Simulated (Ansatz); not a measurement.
## MgTiTe3 (built on the sites of a database entry of BaTiO3): the cell at rest

Wanted: the relaxed cell of MgTiTe3 (built on the sites of a database entry of BaTiO3).

Method: DFT PBE+D3(BJ), scalar-relativistic, plane waves, PAW, in Ansatz 0.2.0.

Most raw output is cut from this account.

The structure was built from a prototype and need not be the compound's stable phase.

## 1. The structure

It takes space group P4mm (No. 99, tetragonal). Conventional cell: a = 3.992 Å, b = 3.992 Å, c = 4.010 Å, α = 90.00°, β = 90.00°, γ = 90.00°. Nearest to Mg lie 12 Te at 2.78 to 2.88 Å. Nearest to Ti lie 6 Te at 1.89 to 2.12 Å. Nearest to Te lie 2 Ti at 1.89 to 2.12 Å and 8 Te at 2.82 to 2.83 Å and 4 Mg at 2.82 Å. Nearest to Te lie 2 Ti at 2.00 Å and 4 Mg at 2.78 to 2.88 Å and 8 Te at 2.82 to 2.83 Å. Farther neighbours and most contacts between anions are not listed.

As a file:

```cif
data_structure
_symmetry_space_group_name_H-M 'P4mm'
_symmetry_Int_Tables_number 99
_cell_length_a 3.9917
_cell_length_b 3.9917
_cell_length_c 4.0098
_cell_angle_alpha 90.000
_cell_angle_beta 90.000
_cell_angle_gamma 90.000
_cell_volume 63.89
loop_
_atom_site_label
_atom_site_type_symbol
_atom_site_symmetry_multiplicity
_atom_site_Wyckoff_symbol
_atom_site_fract_x
_atom_site_fract_y
_atom_site_fract_z
_atom_site_occupancy
Mg1 Mg 1 a 0.00000 0.00000 0.00000 1
Ti1 Ti 1 b 0.50000 0.50000 0.49000 1
Te1 Te 1 b 0.50000 0.50000 0.01900 1
Te2 Te 2 c 0.50000 0.00000 0.51700 1
```

## 2. A coarse first look

A quick single point on a coarse mesh tells whether the cell has a gap and how far it is from rest, which sets the k mesh and smearing that follow.

input.yaml reads:

```yaml
crystal:
  lattice:
    - [3.99166, 0.0, 0.0]
    - [0.0, 3.99166, 0.0]
    - [0.0, 0.0, 4.00982]
  atoms:
    - { symbol: Mg, position: [0.0, 0.0, 0.0] }
    - { symbol: Ti, position: [0.5, 0.5, 0.49] }
    - { symbol: Te, position: [0.5, 0.5, 0.019] }
    - { symbol: Te, position: [0.5, 0.0, 0.517] }
    - { symbol: Te, position: [0.0, 0.5, 0.517] }
kpoints:
  mp_grid: { grid: [4, 4, 4] }
hamiltonian:
  xc: pbe
  dispersion: d3bj
scf:
  occupations: { method: gaussian, width: 0.1 }
output:
  forces: true
  stress: true
  eigenvalues: true
```

The run is started by

```sh
$ ansatz run input.yaml --threads 8 --pin off --max-ram 14336MiB --backend cpu --events-out ev --progress --plain --runs-dir out
```

Run time: 1.2 s. Hardware: 8 threads of Arm Neoverse V2, shared host; peak memory 0.42 GiB; 4.8 s of CPU time.

Numbers from this step:

```yaml
pressure: 224.2 GPa
volume_per_atom: 12.78 Å³
gap_on_the_k_mesh: 0 eV
```

The coarse mesh shows no gap and a pressure of 224.2 GPa.

## 3. Rough relaxation

The start is far from rest, so a relaxation with loose tolerances brings it close first.

Changes to input.yaml since step 2:

```diff
@@ -12,3 +12,3 @@
 kpoints:
-  mp_grid: { grid: [4, 4, 4] }
+  mp_grid: { grid: [6, 6, 6] }
 hamiltonian:
@@ -22 +22,6 @@
   eigenvalues: true
+relax:
+  adjacent_minimum: "off"
+  f_tol: 0.05
+  max_steps: 80
+  cell: { stress_tol: 0.5 }
```

The job ended after 51 s (8 threads; peak memory 0.73 GiB; 6.2 min of CPU time).

The steps of the relaxation (22 of 24):

```tsv
step	energy less that of the first step (eV)	largest force component (eV/Å)	pressure (GPa)	volume (Å³)
1	0.0000	12.1600	221.73	63.89
2	-11.4426	1.6980	142.39	73.68
3	-18.9224	1.3859	89.61	84.19
4	-24.0482	1.2510	51.11	96.07
5	-26.9687	1.2073	22.44	108.85
6	-28.0978	2.5261	-0.61	120.86
8	-28.2783	0.5116	-2.06	121.16
9	-28.2939	0.0841	-0.82	120.17
10	-28.2958	0.0590	0.04	119.61
11	-28.2961	0.0585	0.06	119.61
12	-28.2990	0.0483	0.13	119.66
13	-28.3022	0.0707	0.25	119.82
14	-28.3040	0.0556	-0.05	120.11
15	-28.3040	0.0089	0.01	120.08
16*	-29.4641	0.1180	13.66	120.08
17	-30.1731	1.2935	5.47	133.31
19	-30.7449	0.5091	1.65	146.68
20	-30.9346	0.3461	1.35	151.54
21	-31.0566	0.1736	-0.16	160.80
22	-31.0674	0.0822	-0.13	163.01
23	-31.0685	0.0257	-0.05	162.46
24*	-31.0951	0.0249	0.29	162.46
```

Relaxation steps marked * repeat the geometry before them on a plane-wave basis chosen anew for their cell, so energy and pressure can jump there. Other such steps can lie between the rows shown.

The run keeps the 8 symmetry operations that it works with, so distortions that break them were not tested.

```tsv
cell as run	before	after	change
a (Å)	3.992	5.457	+36.7 %
b (Å)	3.992	5.457	+36.7 %
c (Å)	4.010	5.455	+36.0 %
volume (Å³/atom)	12.78	32.49	+154.3 %
```

The atoms that moved most (Å, as changes of fractional coordinates times the final cell):

```tsv
atom	dx	dy	dz	length
Mg1	0.000	0.000	-1.236	1.236
Te4	0.000	0.000	0.565	0.565
Te5	0.000	0.000	0.565	0.565
Te3	0.000	0.000	0.108	0.108
```

Final coordinates:

```cif
data_structure
_symmetry_space_group_name_H-M 'P 1'
_symmetry_Int_Tables_number 1
_cell_length_a 5.4574
_cell_length_b 5.4574
_cell_length_c 5.4550
_cell_angle_alpha 90.000
_cell_angle_beta 90.000
_cell_angle_gamma 90.000
_cell_volume 162.46
loop_
_atom_site_label
_atom_site_type_symbol
_atom_site_fract_x
_atom_site_fract_y
_atom_site_fract_z
_atom_site_occupancy
Mg1 Mg 0.00000 0.00000 0.77346 1
Ti2 Ti 0.50000 0.50000 0.48944 1
Te3 Te 0.50000 0.50000 0.03880 1
Te4 Te 0.50000 0.00000 0.62065 1
Te5 Te 0.00000 0.50000 0.62065 1
```

Numbers from this step:

```
pressure        : 0.2872 GPa
volume per atom : 32.49 Å³
```

In this step the volume went from 12.78 to 32.49 Å³/atom.

## 4. Bringing the structure to rest

The cell and atoms are relaxed, since residual forces and stress would shift the frequencies.

input.yaml reads:

```yaml
crystal:
  lattice:
    - [5.4573677539, 0.0, 0.0]
    - [0.0, 5.4573677539, 0.0]
    - [0.0, 0.0, 5.4549817154]
  atoms:
    - { symbol: Mg, position: [0.0, 0.0, -0.2265440552] }
    - { symbol: Ti, position: [0.5, 0.5, 0.4894449415] }
    - { symbol: Te, position: [0.5, 0.5, 0.0387981858] }
    - { symbol: Te, position: [0.5, 0.0, 0.6206504639] }
    - { symbol: Te, position: [0.0, 0.5, 0.6206504639] }
kpoints:
  mp_grid: { grid: [8, 8, 8] }
hamiltonian:
  xc: pbe
  dispersion: d3bj
scf:
  occupations: { method: gaussian, width: 0.1 }
output:
  forces: true
  stress: true
  eigenvalues: true
  write_density: true
  write_potential: true
  elf: true
  volumetric_format: npy
relax:
  adjacent_minimum: "off"
  f_tol: 0.005
  max_steps: 80
  cell: { stress_tol: 0.05 }
```

Wall time 36 s (8 threads); peak memory 0.88 GiB.

Relaxation path:

```tsv
step	energy less that of the first step (eV)	largest force component (eV/Å)	pressure (GPa)	volume (Å³)
1	0.0000	0.0422	0.30	162.46
2	-0.0006	0.0439	-0.19	164.76
3	-0.0014	0.0093	-0.02	163.93
4	-0.0015	0.0032	0.00	163.91
5*	-0.0016	0.0032	0.00	163.91
```

Relaxation steps marked * repeat the geometry before them on a plane-wave basis chosen anew for their cell, so energy and pressure can jump there.

The run keeps the 8 symmetry operations that it works with, so distortions that break them were not tested.

```tsv
conventional cell, symmetrised	before	after	change
a (Å)	5.457	5.477	+0.4 %
b (Å)	5.457	5.477	+0.4 %
c (Å)	5.455	5.464	+0.2 %
volume (Å³/atom)	32.49	32.78	+0.9 %
```

The atoms that moved most (Å, as changes of fractional coordinates times the final cell):

```tsv
atom	dx	dy	dz	length
Mg1	0.000	0.000	-0.019	0.019
Te3	0.000	0.000	0.008	0.008
```

Final coordinates:

```xyz
5
Lattice="5.4771 0.0000 0.0000 0.0000 5.4771 0.0000 0.0000 0.0000 5.4641" Properties=species:S:1:pos:R:3 pbc="T T T"
Mg    0.0000    0.0000   -1.2567
Ti    2.7385    2.7385    2.6771
Te    2.7385    2.7385    0.2199
Te    2.7385    0.0000    3.3954
Te    0.0000    2.7385    3.3954
```

Numbers from this step:

| Item | Value |
| --- | --- |
| pressure | -0.002599 GPa |
| volume per atom | 32.78 Å³ |

Electrostatic potential energy in the ac plane at fractional y = 0.500, with atoms of Ti and Te within 0.2 Å of it. With pseudopotentials it is smooth inside the atoms' cores, unlike the true potential.

Ten even steps from '_' (-29 eV) to '@' (48 eV), each cell a mean:
```
++++++====::--**++::--==++++++
============::::::--==========
::--======================--::
==::::==================--::--
@@**::--====--::----====::--@@
@@##::--==--..____..--==::--@@
++--::====::________--==--::==
::--======::________--====--::
==========--..____::==========
++++++++====------======++++++
++++++++====--::::--==++++++++
++++++++==--::----::--==++++++
++++++====::**@@%%--::==++++++
++++++==--::##@@@@==::==++++++
```
Columns run along a (5.5 Å; values clipped at the 3rd and 97th percentile), rows up along c (5.5 Å). Atoms in or near the plane, at fractional coordinates: Ti at (0.50, 0.49), Te at (0.50, 0.04), Te at (0.00, 0.62).

ELF in the ac plane at fractional y = 0.500, with atoms of Ti and Te within 0.2 Å of it. It is the smooth field of the valence electrons, not physical close to the nuclei.

Ten even steps from '_' (0.01) to '@' (0.71), each cell a mean:
```
++--..--####==::--**##**::::==
@@%%==::++%%%%####%%##--::**@@
##%%##==--**@@@@@@%%==--++%%##
--++##**--::------::::++##**==
__..**%%++....--::..--####==__
__..**@@**--##%%%%++--%%%%==__
::++%%@@==++%%..==%%--##@@**--
##%%@@%%--++%%--**%%::++@@@@##
@@@@%%==::::++##**==..--**%%@@
++==--::======----====--::--++
..__..==%%@@%%####@@@@##::..__
____::##@@%%**==++##@@@@++..__
____::##%%**::____==##@@++..__
..__..**%%**..____--##%%==..__
```
Columns run along a (5.5 Å), rows up along c (5.5 Å). Atoms in or near the plane, at fractional coordinates: Ti at (0.50, 0.49), Te at (0.50, 0.04), Te at (0.00, 0.62).

Valence density in the ac plane at fractional y = 0.500, with atoms of Ti and Te within 0.2 Å of it. It is the smooth field of the valence electrons, not physical close to the nuclei.

Ten steps, logarithmic in the rise over the least value, from '_' (0 e/Å³) to '@' (15 e/Å³), each cell a mean:
```
______..::--**####==::..______
..........::--==----::........
--::::......::::::........::--
##++--::................::==**
@@%%==::....::--::....::--**@@
@@%%==--::--++##**==::::--**@@
##++--::::==##@@%%**--::--==**
----::....==##%%%%**::..::::--
..........::++****--..........
________....::----::..________
________..::------::::..______
________::--++****==::..______
______..::==##@@@@**--..______
______..::==%%@@@@**--..______
```
Columns run along a (5.5 Å), rows up along c (5.5 Å). Atoms in or near the plane, at fractional coordinates: Ti at (0.50, 0.49), Te at (0.50, 0.04), Te at (0.00, 0.62).

In this step the volume went from 32.49 to 32.78 Å³/atom.

## 5. Relaxing to small forces for the phonons

Phonons need a cell at rest on their own settings, so the relaxation is repeated with tight tolerances on forces and stress, using the mesh and the filling of the phonon run that follows.

input.yaml reads:

```yaml
crystal:
  lattice:
    - [5.4770812179, 0.0, 0.0]
    - [0.0, 5.4770812179, 0.0]
    - [0.0, 0.0, 5.4640792091]
  atoms:
    - { symbol: Mg, position: [0.0, 0.0, -0.2299851838] }
    - { symbol: Ti, position: [0.5, 0.5, 0.4899374404] }
    - { symbol: Te, position: [0.5, 0.5, 0.0402467838] }
    - { symbol: Te, position: [0.5, 0.0, 0.6214004797] }
    - { symbol: Te, position: [0.0, 0.5, 0.6214004797] }
kpoints:
  mp_grid: { grid: [8, 8, 8] }
hamiltonian:
  xc: pbe
  dispersion: d3bj
scf:
  occupations: { method: methfessel_paxton, width: 0.2 }
output:
  forces: true
  stress: true
  eigenvalues: true
relax:
  adjacent_minimum: "off"
  f_tol: 0.001
  max_steps: 60
  cell: { stress_tol: 0.01 }
```

The job ended after 32 s (8 threads; peak memory 0.88 GiB).

Little changed from the start: no atom moved by 0.005 Å and no cell edge by 0.1 %.

This step gave:

```
pressure        : -1.17e-4 GPa
volume per atom : 32.79 Å³
```

The largest force component left is 0.84 meV/Å and the pressure is 0.000 GPa, within the tolerances set. The cell now holds 32.79 Å³/atom.

## 6. Outcome

* space group after relaxation (within 0.01 Å): P4mm
* lattice constant a: 5.478 Å
* lattice constant b: 5.478 Å
* lattice constant c: 5.464 Å
* volume per atom: 32.8 Å³

What this shows: The largest force component left is 0.84 meV/Å and the pressure is 0.000 GPa, within the tolerances set. The cell now holds 32.79 Å³/atom. The relaxation keeps the symmetry of its start, so it says nothing on stability against lower symmetry. Spin-orbit coupling is left out, which can matter for the heavy elements here. The starting cell was built on a prototype and not taken from a measurement, so the phase need not exist.

[Logs are printed without paths, hosts, clocks, repeated set-up lines and the standing remarks that a program may print on its own settings, such as how far it seeks lower states.]

[Hosts, paths, dates, database ids (printed as entryN), source tags and the programs' standing remarks are cut or masked in the printed files.]
